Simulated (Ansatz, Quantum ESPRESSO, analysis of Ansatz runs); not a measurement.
# A hop of Cl in Li2CdCl4 (Imma), charge +1, part 3 of 4

Aim: the barrier of one jump in Li2CdCl4 (Imma) at charge +1: V_Cl hop (3.7 Å). The model is a cell of 56 host atoms with 1 Cl taken out; Cl is the atom that moves.

Ansatz 0.2.0; plane-wave PAW DFT, PBEsol; nudged elastic band between two relaxed defect structures at fixed charge in a uniform background.

So far: The starting structure; Relaxation of the start point, charge +1; Relaxation of the end point, charge +1.

### 4. Nudged elastic band, charge +1

5 movable images are laid between the ends on a pair-potential path, which keeps atoms from colliding in the first guess. Each image feels the true force across the path and a spring force along it. The highest image is set to climb to the top of the path.

This step: plane-wave PAW DFT, PBEsol; nudged elastic band between two relaxed defect structures at fixed charge in a uniform background.

Contents of qp1.neb/input.yaml:

```yaml
crystal:
  lattice:
    - [0.0, 7.62069338, 10.46883164]
    - [7.38023042, 0.0, 10.46883164]
    - [7.38023042, 7.62069338, 0.0]
  atoms:
    - { symbol: Li, position: [0.19615452, 0.44700532, 0.05091366] }
    - { symbol: Li, position: [0.52958237, 0.66675821, 0.21978361] }
    - { symbol: Li, position: [0.6987357, 0.94433464, 0.55328251] }
    - { symbol: Li, position: [0.94722425, 0.19857006, 0.80237415] }
    - { symbol: Li, position: [0.11488941, 0.61124962, 0.63446192] }
    - { symbol: Li, position: [0.37682733, 0.87692834, 0.87857104] }
    - { symbol: Li, position: [0.62534405, 0.123992, 0.12447851] }
    - { symbol: Li, position: [0.87115897, 0.38250532, 0.37283214] }
    - { symbol: Li, position: [0.1223911, 0.12757534, 0.12516215] }
    - { symbol: Li, position: [0.37395535, 0.37125199, 0.37568187] }
    - { symbol: Li, position: [0.62441368, 0.6254935, 0.62725286] }
    - { symbol: Li, position: [0.87324902, 0.87325301, 0.87640286] }
    - { symbol: Li, position: [0.04674419, 0.80632337, 0.20738563] }
    - { symbol: Li, position: [0.30537083, 0.05114304, 0.44448946] }
    - { symbol: Li, position: [0.54235306, 0.31063825, 0.70316412] }
    - { symbol: Li, position: [0.81018701, 0.55011188, 0.93977323] }
    - { symbol: Cd, position: [-0.03269715, 0.03087014, 0.50666516] }
    - { symbol: Cd, position: [0.25335688, 0.24484976, 0.74837441] }
    - { symbol: Cd, position: [0.50289035, 0.49497202, 0.00169642] }
    - { symbol: Cd, position: [0.75074022, 0.75223775, 0.25088283] }
    - { symbol: Cd, position: [0.00112448, 0.49682513, 0.49644056] }
    - { symbol: Cd, position: [0.2429904, 0.75509798, 0.78233404] }
    - { symbol: Cd, position: [0.49868164, 0.00449465, -0.00109472] }
    - { symbol: Cd, position: [0.74800764, 0.24977442, 0.24697402] }
    - { symbol: Cl, position: [0.13752517, 0.11588205, 0.88393511] }
    - { symbol: Cl, position: [0.38677586, 0.36758705, 0.13067583] }
    - { symbol: Cl, position: [0.63589626, 0.6223415, 0.38103746] }
    - { symbol: Cl, position: [0.89899436, 0.86419933, 0.62544769] }
    - { symbol: Cl, position: [0.49953454, 0.99772871, 0.75272095] }
    - { symbol: Cl, position: [0.74878539, 0.24675694, 0.00129593] }
    - { symbol: Cl, position: [0.99724737, 0.49972719, 0.2506526] }
    - { symbol: Cl, position: [0.12419259, 0.63903575, 0.8503541] }
    - { symbol: Cl, position: [0.36846054, 0.88996342, 0.11355966] }
    - { symbol: Cl, position: [0.61874321, 0.13546132, 0.36294901] }
    - { symbol: Cl, position: [0.86534927, 0.38776876, 0.61211293] }
    - { symbol: Cl, position: [0.24767853, 0.24890973, -0.00191523] }
    - { symbol: Cl, position: [0.49859887, 0.49678256, 0.25102117] }
    - { symbol: Cl, position: [0.75102153, 0.74521129, 0.50171029] }
    - { symbol: Cl, position: [1.00279823, 0.99490385, 0.74675834] }
    - { symbol: Cl, position: [-0.00194901, 0.00488931, 0.25810584] }
    - { symbol: Cl, position: [0.25030075, 0.25072068, 0.49970269] }
    - { symbol: Cl, position: [0.4918507, 0.51108693, 0.75181353] }
    - { symbol: Cl, position: [0.74753599, 0.75084591, 1.00238863] }
    - { symbol: Cl, position: [0.13209944, 0.61105285, 0.39127301] }
    - { symbol: Cl, position: [0.37693427, 0.86019688, 0.63890645] }
    - { symbol: Cl, position: [0.6355316, 0.11121384, 0.88317016] }
    - { symbol: Cl, position: [0.8755045, 0.36723467, 0.13899051] }
    - { symbol: Cl, position: [0.00295552, 0.49466511, 0.74626697] }
    - { symbol: Cl, position: [0.2536215, 0.75053533, 1.01625183] }
    - { symbol: Cl, position: [0.50442954, 0.00173991, 0.24487345] }
    - { symbol: Cl, position: [0.7331748, 0.27087235, 0.49595498] }
    - { symbol: Cl, position: [0.11101421, 0.12625232, 0.37282842] }
    - { symbol: Cl, position: [0.35826487, 0.38511773, 0.61764639] }
    - { symbol: Cl, position: [0.61078894, 0.63192929, 0.87456453] }
    - { symbol: Cl, position: [0.86663265, 0.87987012, 0.1144179] }
total_charge: 1
basis:
  ecutwfc: 420
  xc_grid: 2
hamiltonian:
  xc: pbesol
kpoints:
  mp_grid: { grid: [1, 1, 1], shift: [0.25, 0.25, 0.25] }
scf:
  occupations: { method: fixed }
  max_iter: 120
output:
  forces: true
neb:
  images: 5
  f_tol: 0.04
  climbing: true
  initial_path: idpp
  max_iterations: 45
  order_check: false
  final_atoms:
    - { symbol: Li, position: [0.19182227, 0.4502307, 0.04826254] }
    - { symbol: Li, position: [0.44751155, 0.69646662, 0.30430529] }
[... 2 atom lines left out ...]
    - { symbol: Li, position: [0.09395998, 0.65766942, 0.62308291] }
[... 4 atom lines left out ...]
    - { symbol: Li, position: [0.37389606, 0.37763971, 0.34312194] }
[... 4 atom lines left out ...]
    - { symbol: Li, position: [0.62045003, 0.28469015, 0.71606349] }
[... 6 atom lines left out ...]
    - { symbol: Cd, position: [0.24730587, 0.75559996, 0.74894352] }
[... 5 atom lines left out ...]
    - { symbol: Cl, position: [0.87487781, 0.88188916, 0.63173367] }
[... 3 atom lines left out ...]
    - { symbol: Cl, position: [0.12132274, 0.63649327, 0.85310696] }
[... 4 atom lines left out ...]
    - { symbol: Cl, position: [0.49788061, 0.49658144, 0.2516842] }
[... 4 atom lines left out ...]
    - { symbol: Cl, position: [0.50195876, 0.50978803, 0.74679718] }
[... 1 atom line left out ...]
    - { symbol: Cl, position: [0.14132717, 0.60701554, 0.39373487] }
[... 6 atom lines left out ...]
    - { symbol: Cl, position: [0.7572173, 0.25419782, 0.49074149] }
[... 1 atom line left out ...]
    - { symbol: Cl, position: [0.2456963, 0.74848441, 0.50467432] }
[... 1 atom line left out ...]
    - { symbol: Cl, position: [0.86651795, 0.87904765, 0.12152169] }
```

Command:

```
$ ansatz run input.yaml --threads 16 --pin off --max-ram 26378MiB --backend cpu --events-out ev --progress --plain --runs-dir out
```

Numbers of over 12 decimals in the logs are rounded to 6 here.

Log:

```text
[...]
Warning: neb: disabling space-group detection — the band's intermediate images generally break the endpoint symmetry, so the full k-mesh is solved, and no spatial operation symmetrises the density, except that a semilocal band can use its path's symmetry [...]
[...]
parallel-image band execution: 5 concurrent image workers
NEB image 0
Crystal: 55 atoms, lattice volume = 1177.586 Å³
Basis set: ecut = 420 eV, 23051 PW (Γ), exchange–correlation on 180×180×144 points (8 copies of the dense FFT grid, shifted against one another)
Bands: 267, of which v1, the nominal top of the filled ones, is band 212 counted from 1 (211 counted from 0)
Symmetry: 1 space group operations
k-points: 1
[...]
SCF iter   1: F=—  HF=-101692.680999 eV  |F-HF|=—  |Δ(HF+E_count)|=         —  Δρ=6.01e-3  dr2=8.11e-1  ethr=1.77e-3  ⟨swp⟩=5.0  Hψ=768  notcnv=0  defer=52
[...]
SCF iter   9: F=-101692.430813 eV  HF=-101692.430813 eV  |F-HF|=6.26e-9  |Δ(HF+E_count)|=   9.12e-8  Δρ=1.24e-6  dr2=1.69e-8  ethr=2.36e-11  ⟨swp⟩=4.0  Hψ=824  notcnv=0
SCF 1 converged in 9 iterations: F = -101692.430813 eV  dr2 = 1.69e-8
[...]
NSCF: frozen V_eff on 1 k-points
NEB image 6
SCF iter   1: F=—  HF=-101692.816476 eV  |F-HF|=—  |Δ(HF+E_count)|=         —  Δρ=6.01e-3  dr2=8.20e-1  ethr=1.77e-3  ⟨swp⟩=5.0  Hψ=767  notcnv=0  defer=53
[...]
SCF iter   8: F=-101692.560710 eV  HF=-101692.560710 eV  |F-HF|=4.30e-8  |Δ(HF+E_count)|=   9.84e-7  Δρ=2.99e-6  dr2=9.35e-8  ethr=2.36e-11  ⟨swp⟩=4.0  Hψ=828  notcnv=0
SCF 2 converged in 8 iterations: F = -101692.560710 eV  dr2 = 9.35e-8
[...]
NEB end point (image 0): max|allowed force component| = 6.022e-3 eV/Å (the criterion of neb.relax_end_points is 1.000e-2)
NEB end point (image 6): max|allowed force component| = 9.646e-3 eV/Å (the criterion of neb.relax_end_points is 1.000e-2)
NEB image 1
SCF iter   1: F=—  HF=-101692.226882 eV  |F-HF|=—  |Δ(HF+E_count)|=         —  Δρ=6.01e-3  dr2=8.03e-1  ethr=1.77e-3  ⟨swp⟩=5.0  Hψ=768  notcnv=0  defer=52
[...]
SCF iter   9: F=-101691.977739 eV  HF=-101691.977739 eV  |F-HF|=1.97e-8  |Δ(HF+E_count)|=   1.67e-7  Δρ=1.20e-6  dr2=1.77e-8  ethr=2.36e-11  ⟨swp⟩=4.0  Hψ=827  notcnv=0
SCF 3 converged in 9 iterations: F = -101691.977739 eV  dr2 = 1.77e-8
NEB image 2
SCF iter   1: F=—  HF=-101691.554280 eV  |F-HF|=—  |Δ(HF+E_count)|=         —  Δρ=6.03e-3  dr2=8.08e-1  ethr=1.77e-3  ⟨swp⟩=5.0  Hψ=768  notcnv=0  defer=52
[...]
SCF iter   9: F=-101691.301386 eV  HF=-101691.301386 eV  |F-HF|=1.84e-8  |Δ(HF+E_count)|=   2.49e-7  Δρ=1.43e-6  dr2=2.38e-8  ethr=2.36e-11  ⟨swp⟩=4.0  Hψ=829  notcnv=0
SCF 4 converged in 9 iterations: F = -101691.301386 eV  dr2 = 2.38e-8
NEB image 3
SCF iter   1: F=—  HF=-101691.296316 eV  |F-HF|=—  |Δ(HF+E_count)|=         —  Δρ=6.02e-3  dr2=8.07e-1  ethr=1.77e-3  ⟨swp⟩=5.0  Hψ=768  notcnv=0  defer=52
[...]
SCF iter   9: F=-101691.042987 eV  HF=-101691.042987 eV  |F-HF|=1.22e-8  |Δ(HF+E_count)|=   1.77e-7  Δρ=9.95e-7  dr2=1.52e-8  ethr=2.36e-11  ⟨swp⟩=4.0  Hψ=827  notcnv=0
SCF 5 converged in 9 iterations: F = -101691.042987 eV  dr2 = 1.52e-8
NEB image 4
SCF iter   1: F=—  HF=-101691.690846 eV  |F-HF|=—  |Δ(HF+E_count)|=         —  Δρ=6.02e-3  dr2=8.18e-1  ethr=1.77e-3  ⟨swp⟩=5.0  Hψ=768  notcnv=0  defer=52
[...]
SCF iter   9: F=-101691.435292 eV  HF=-101691.435292 eV  |F-HF|=2.18e-8  |Δ(HF+E_count)|=   3.08e-7  Δρ=1.26e-6  dr2=2.12e-8  ethr=2.36e-11  ⟨swp⟩=4.0  Hψ=829  notcnv=0
SCF 6 converged in 9 iterations: F = -101691.435292 eV  dr2 = 2.12e-8
NEB image 5
SCF iter   1: F=—  HF=-101692.397687 eV  |F-HF|=—  |Δ(HF+E_count)|=         —  Δρ=6.01e-3  dr2=8.16e-1  ethr=1.77e-3  ⟨swp⟩=5.0  Hψ=768  notcnv=0  defer=52
[...]
SCF iter   9: F=-101692.143649 eV  HF=-101692.143649 eV  |F-HF|=1.48e-8  |Δ(HF+E_count)|=   1.96e-7  Δρ=1.21e-6  dr2=1.66e-8  ethr=2.36e-11  ⟨swp⟩=4.0  Hψ=828  notcnv=0
SCF 7 converged in 9 iterations: F = -101692.143649 eV  dr2 = 1.66e-8
NEB iter   1: max|band force component| = 8.997e-1 eV/Å  barrier→ = 1.3878 eV  barrier← = 1.5177 eV  Δτ_max = 0.2000 Å  (62 SCF iters)
NEB image 1
[...]
iter 1 solved again at ethr=9.80e-5 eV; its pass at ethr=3.10e-3 eV (dr2=4.16e-1 eV) is discarded
[...]
SCF iter   8: F=-101692.137630 eV  HF=-101692.137630 eV  |F-HF|=7.60e-8  |Δ(HF+E_count)|=   7.38e-7  Δρ=1.50e-6  dr2=4.56e-8  ethr=2.36e-11  ⟨swp⟩=4.0  Hψ=827  notcnv=0
SCF 8 converged in 8 iterations: F = -101692.137630 eV  dr2 = 4.56e-8
NEB image 2
[...]
SCF iter   8: F=-101691.657064 eV  HF=-101691.657064 eV  |F-HF|=7.19e-8  |Δ(HF+E_count)|=   6.67e-7  Δρ=1.64e-6  dr2=5.25e-8  ethr=2.36e-11  ⟨swp⟩=4.0  Hψ=829  notcnv=0
SCF 9 converged in 8 iterations: F = -101691.657064 eV  dr2 = 5.25e-8
NEB image 3
[...]
SCF iter   8: F=-101691.489434 eV  HF=-101691.489434 eV  |F-HF|=8.85e-8  |Δ(HF+E_count)|=   6.48e-7  Δρ=1.94e-6  dr2=6.69e-8  ethr=2.36e-11  ⟨swp⟩=4.0  Hψ=829  notcnv=0
SCF 10 converged in 8 iterations: F = -101691.489434 eV  dr2 = 6.69e-8
NEB image 4
[...]
SCF iter   8: F=-101691.827320 eV  HF=-101691.827320 eV  |F-HF|=8.81e-8  |Δ(HF+E_count)|=   6.72e-7  Δρ=2.03e-6  dr2=7.20e-8  ethr=2.36e-11  ⟨swp⟩=4.0  Hψ=829  notcnv=0
SCF 11 converged in 8 iterations: F = -101691.827320 eV  dr2 = 7.20e-8
NEB image 5
[...]
SCF iter   8: F=-101692.292730 eV  HF=-101692.292729 eV  |F-HF|=8.20e-8  |Δ(HF+E_count)|=   7.35e-7  Δρ=1.70e-6  dr2=5.72e-8  ethr=2.36e-11  ⟨swp⟩=4.0  Hψ=828  notcnv=0
SCF 12 converged in 8 iterations: F = -101692.292730 eV  dr2 = 5.72e-8
NEB iter   2: max|band force component| = 4.436e-1 eV/Å  barrier→ = 0.9414 eV  barrier← = 1.0713 eV  CI = image 3  Δτ_max = 0.2000 Å  (40 SCF iters)
NEB image 1
[...]
SCF iter   8: F=-101692.186675 eV  HF=-101692.186675 eV  |F-HF|=2.45e-8  |Δ(HF+E_count)|=   2.91e-7  Δρ=8.64e-7  dr2=1.53e-8  ethr=2.36e-11  ⟨swp⟩=4.0  Hψ=814  notcnv=0
SCF 13 converged in 8 iterations: F = -101692.186675 eV  dr2 = 1.53e-8
NEB image 2
[...]
SCF iter   8: F=-101691.726355 eV  HF=-101691.726355 eV  |F-HF|=1.06e-7  |Δ(HF+E_count)|=   1.08e-6  Δρ=1.75e-6  dr2=6.44e-8  ethr=2.36e-11  ⟨swp⟩=4.0  Hψ=829  notcnv=0
SCF 14 converged in 8 iterations: F = -101691.726355 eV  dr2 = 6.44e-8
NEB image 3
[...]
NEB iter   9: max|band force component| = 8.400e-2 eV/Å  barrier→ = 0.7243 eV  barrier← = 0.8542 eV  CI = image 3  Δτ_max = 0.0415 Å  (6 SCF iters)
NEB image 1
[...]
SCF iter   4: F=-101692.298980 eV  HF=-101692.298980 eV  |F-HF|=1.50e-8  |Δ(HF+E_count)|=   1.21e-6  Δρ=2.05e-6  dr2=6.43e-8  ethr=2.36e-11  ⟨swp⟩=3.0  Hψ=871  notcnv=0
SCF 44 converged in 4 iterations: F = -101692.298980 eV  dr2 = 6.43e-8
NEB image 2
[...]
SCF iter   5: F=-101691.900599 eV  HF=-101691.900598 eV  |F-HF|=9.39e-8  |Δ(HF+E_count)|=   4.40e-7  Δρ=2.37e-6  dr2=7.16e-8  ethr=2.36e-11  ⟨swp⟩=4.0  Hψ=828  notcnv=0
SCF 45 converged in 5 iterations: F = -101691.900599 eV  dr2 = 7.16e-8
NEB image 3
[...]
SCF iter   6: F=-101691.707124 eV  HF=-101691.707124 eV  |F-HF|=1.15e-9  |Δ(HF+E_count)|=   5.08e-7  Δρ=3.07e-6  dr2=9.89e-8  ethr=2.36e-11  ⟨swp⟩=4.0  Hψ=828  notcnv=0
SCF 46 converged in 6 iterations: F = -101691.707124 eV  dr2 = 9.89e-8
NEB image 4
[...]
SCF iter   6: F=-101691.920564 eV  HF=-101691.920564 eV  |F-HF|=8.16e-9  |Δ(HF+E_count)|=   1.76e-7  Δρ=1.58e-6  dr2=2.80e-8  ethr=2.36e-11  ⟨swp⟩=4.0  Hψ=827  notcnv=0
SCF 47 converged in 6 iterations: F = -101691.920564 eV  dr2 = 2.80e-8
NEB image 5
[...]
SCF iter   5: F=-101692.281291 eV  HF=-101692.281291 eV  |F-HF|=1.07e-7  |Δ(HF+E_count)|=   2.09e-7  Δρ=2.02e-6  dr2=7.53e-8  ethr=2.36e-11  ⟨swp⟩=2.0  Hψ=884  notcnv=0
SCF 48 converged in 5 iterations: F = -101692.281291 eV  dr2 = 7.53e-8
NEB image 1
[...]
NEB image 2
[...]
NEB image 4
[...]
NEB image 5
[...]
NEB image 3
[...]
the band table was solved once a step of the walk had ended and its energy, with any forces and stress, was formed, with the checks that follow a solve (1264 applications of the Hamiltonian). They found nothing against the state; [...]
NEB iter  10: max|band force component| = 2.442e-2 eV/Å  barrier→ = 0.7237 eV  barrier← = 0.8536 eV  CI = image 3  Δτ_max = 0.0000 Å  (26 SCF iters)
SCF converged after 6 iterations
Free energy (F): -101691.707124 eV
[...]
Internal energy: -101691.707124 eV  (E = F + TS)
E sigma→0 (E₀):  -101691.707124 eV
Fermi energy:    2.713991 eV
[...]
--- Forces (eV/Å), atoms counted from 1 ---
  atom   1  Li     0.00090674    -0.00109409     0.00150348
  atom   2  Li     0.00593788     0.00294733    -0.00743944
  [... 2 atoms left out ...]
  atom   5  Li     0.00175974     0.00547072     0.00346541
  [... 4 atoms left out ...]
  atom  10  Li     0.00546517     0.00225046     0.00582544
  [... 4 atoms left out ...]
  atom  15  Li    -0.00148020     0.02083554     0.01320487
  [... 6 atoms left out ...]
  atom  22  Cd     0.00183501     0.00446438     0.00114004
  [... 5 atoms left out ...]
  atom  28  Cl    -0.00067173    -0.00420403     0.00222964
  [... 3 atoms left out ...]
  atom  32  Cl    -0.02290690    -0.00042292     0.01803222
  [... 4 atoms left out ...]
  atom  37  Cl    -0.01737871    -0.00774801     0.00086727
  [... 4 atoms left out ...]
  atom  42  Cl    -0.00332727    -0.00551475    -0.00887934
  [... 1 atom left out ...]
  atom  44  Cl    -0.00357382    -0.01051258    -0.00021681
  [... 8 atoms left out ...]
  atom  53  Cl     0.03544805    -0.00414563    -0.00577567
  [... 2 atoms left out ...]
  max |Σ_I F_I| component: 9.51e-5 eV/Å
--- Band table (eV) ---
[...]
this run last wrote the band of iteration 10 to <dir>; this run last wrote the band within `neb.f_tol` of iteration 8 to <dir>
--- NEB band (7 images, 10 band iterations, 346 SCF iterations) ---
  forward barrier  = 0.723689 eV
  backward barrier = 0.853586 eV
  climbing image's point = of an order that was not read
  energies are F+E_penalty+E_count in eV, relative to image 0
  image     s (Å)  Δ vs image 0  max|band force component| (eV/Å)
      0    0.0000      0.000000                                 —
      1    0.7086      0.131833                          1.057e-2
      2    1.4172      0.530214                          1.443e-2
  *   3    2.1258      0.723689                          2.442e-2
      4    3.0821      0.510248                          1.437e-2
      5    4.0386      0.149521                          7.455e-3
      6    4.9950     -0.129897                                 —
  climbing-image geometry (image 3):
  cell:  # Å, volume = 1177.5860 Å³
    - [0.0, 7.62069338, 10.46883164]
    - [7.38023042, 0.0, 10.46883164]
    - [7.38023042, 7.62069338, 0.0]
  atoms:
    - { symbol: Li, position: [0.196190, 0.444372, 0.057472] }
    - { symbol: Li, position: [0.481209, 0.684837, 0.271241] }
    - { symbol: Li, position: [0.694571, 0.950491, 0.550659] }
    - { symbol: Li, position: [0.943967, 0.189572, 0.800107] }
    - { symbol: Li, position: [0.105291, 0.629614, 0.637292] }
    - { symbol: Li, position: [0.375263, 0.867975, 0.876446] }
    - { symbol: Li, position: [0.618973, 0.131663, 0.123918] }
    - { symbol: Li, position: [0.875557, 0.380697, 0.370979] }
    - { symbol: Li, position: [0.125322, 0.120149, 0.132205] }
    - { symbol: Li, position: [0.370527, 0.391736, 0.358832] }
    - { symbol: Li, position: [0.629447, 0.628446, 0.625387] }
    - { symbol: Li, position: [0.868415, 0.884156, 0.879038] }
    - { symbol: Li, position: [0.053760, 0.804693, 0.194166] }
    - { symbol: Li, position: [0.306439, 0.052307, 0.448239] }
    - { symbol: Li, position: [0.532776, 0.330544, 0.690216] }
    - { symbol: Li, position: [0.807954, 0.554651, 0.946416] }
    - { symbol: Cd, position: [-0.030786, 0.029079, 0.508627] }
    - { symbol: Cd, position: [0.232072, 0.236775, 0.761757] }
    - { symbol: Cd, position: [0.509385, 0.499089, -0.000287] }
    - { symbol: Cd, position: [0.749145, 0.756204, 0.248069] }
    - { symbol: Cd, position: [0.000659, 0.502117, 0.494967] }
    - { symbol: Cd, position: [0.263270, 0.719444, 0.761751] }
    - { symbol: Cd, position: [0.500076, 0.005401, -0.005008] }
    - { symbol: Cd, position: [0.755603, 0.247072, 0.244894] }
    - { symbol: Cl, position: [0.129467, 0.102538, 0.893641] }
    - { symbol: Cl, position: [0.387629, 0.371168, 0.128812] }
    - { symbol: Cl, position: [0.640404, 0.621029, 0.380260] }
    - { symbol: Cl, position: [0.890484, 0.869327, 0.629351] }
    - { symbol: Cl, position: [0.488767, 1.010676, 0.747897] }
    - { symbol: Cl, position: [0.751278, 0.244211, 0.003642] }
    - { symbol: Cl, position: [0.996160, 0.501403, 0.251785] }
    - { symbol: Cl, position: [0.103745, 0.643921, 0.878367] }
    - { symbol: Cl, position: [0.368788, 0.890678, 0.110603] }
    - { symbol: Cl, position: [0.610218, 0.149627, 0.369161] }
    - { symbol: Cl, position: [0.875161, 0.384507, 0.611126] }
    - { symbol: Cl, position: [0.249309, 0.251866, -0.013347] }
    - { symbol: Cl, position: [0.506191, 0.498155, 0.241900] }
    - { symbol: Cl, position: [0.750033, 0.749404, 0.499664] }
    - { symbol: Cl, position: [1.015552, 0.980231, 0.743140] }
    - { symbol: Cl, position: [0.002441, -0.001339, 0.262305] }
    - { symbol: Cl, position: [0.257029, 0.256612, 0.502942] }
    - { symbol: Cl, position: [0.521162, 0.496416, 0.754821] }
    - { symbol: Cl, position: [0.747909, 0.758268, 0.998642] }
    - { symbol: Cl, position: [0.129098, 0.615952, 0.387368] }
    - { symbol: Cl, position: [0.375682, 0.851964, 0.633711] }
    - { symbol: Cl, position: [0.627094, 0.122761, 0.876593] }
    - { symbol: Cl, position: [0.886707, 0.360255, 0.135702] }
    - { symbol: Cl, position: [0.011111, 0.494281, 0.746069] }
    - { symbol: Cl, position: [0.257189, 0.745025, 0.999123] }
    - { symbol: Cl, position: [0.500036, 0.006284, 0.243337] }
    - { symbol: Cl, position: [0.738081, 0.270793, 0.492948] }
    - { symbol: Cl, position: [0.114971, 0.124958, 0.372905] }
    - { symbol: Cl, position: [0.345133, 0.519189, 0.581334] }
    - { symbol: Cl, position: [0.616671, 0.638652, 0.866139] }
    - { symbol: Cl, position: [0.856600, 0.891639, 0.119635] }
```

Run time: 91 s. Hardware: 16 threads of Intel Xeon 6975P-C (Granite Rapids), shared host; peak memory 8.5 GiB.

Images along the path:

```
image  path (Å)  energy (eV)     Cl53: x, y, z (Å)
    0     0.000       0.0000   7.401, 7.437, 7.782
    1     0.709       0.1318   7.569, 7.310, 8.006
    2     1.417       0.5302   7.787, 7.159, 8.542
    3     2.126       0.7237   8.122, 7.060, 9.048
    4     3.082       0.5102   8.515, 6.716, 9.697
    5     4.039       0.1495  8.930, 6.132, 10.108
    6     4.995      -0.1299  9.249, 5.718, 10.408
```

Read from the output:

| Item | Value |
| --- | --- |
| free energy | -101691.7071 eV |
| barrier forward | 0.7237 eV |
| barrier backward | 0.8536 eV |
| end less start | -0.1299 eV |
| hop length | 3.642 Å |

Track of the atom that was set to move:

```
image  x (Å)  y (Å)  z (Å)  nearest neighbour  distance (Å)
    0  7.401  7.437  7.782                 Li         2.355
    1  7.569   7.31  8.006                 Li         2.324
    2  7.787  7.159  8.542                 Li         2.279
    3  8.122   7.06  9.048                 Li         2.304
    4  8.515  6.716  9.697                 Li         2.375
    5   8.93  6.132  10.11                 Li         2.409
    6  9.249  5.718  10.41                 Li         2.435
```

The band met its tolerance of 0.04 eV/Å after 10 iterations, with image 3 on top (the start counts as 0). Cl53, which moves farthest between the ends, has 3 Li at 2.35 to 2.56 Å and 1 Cd at 2.58 Å nearest at the start and 2 Li at 2.30 to 2.34 Å at the top.

(Continued in part 4 of 4.)

[Logs are printed without paths, hosts, clocks, repeated set-up lines and the standing remarks that a program may print on its own settings, such as how far it seeks lower states.]

[Hosts, paths, dates, database ids (printed as entryN), source tags and the programs' standing remarks are cut or masked in the printed files.]
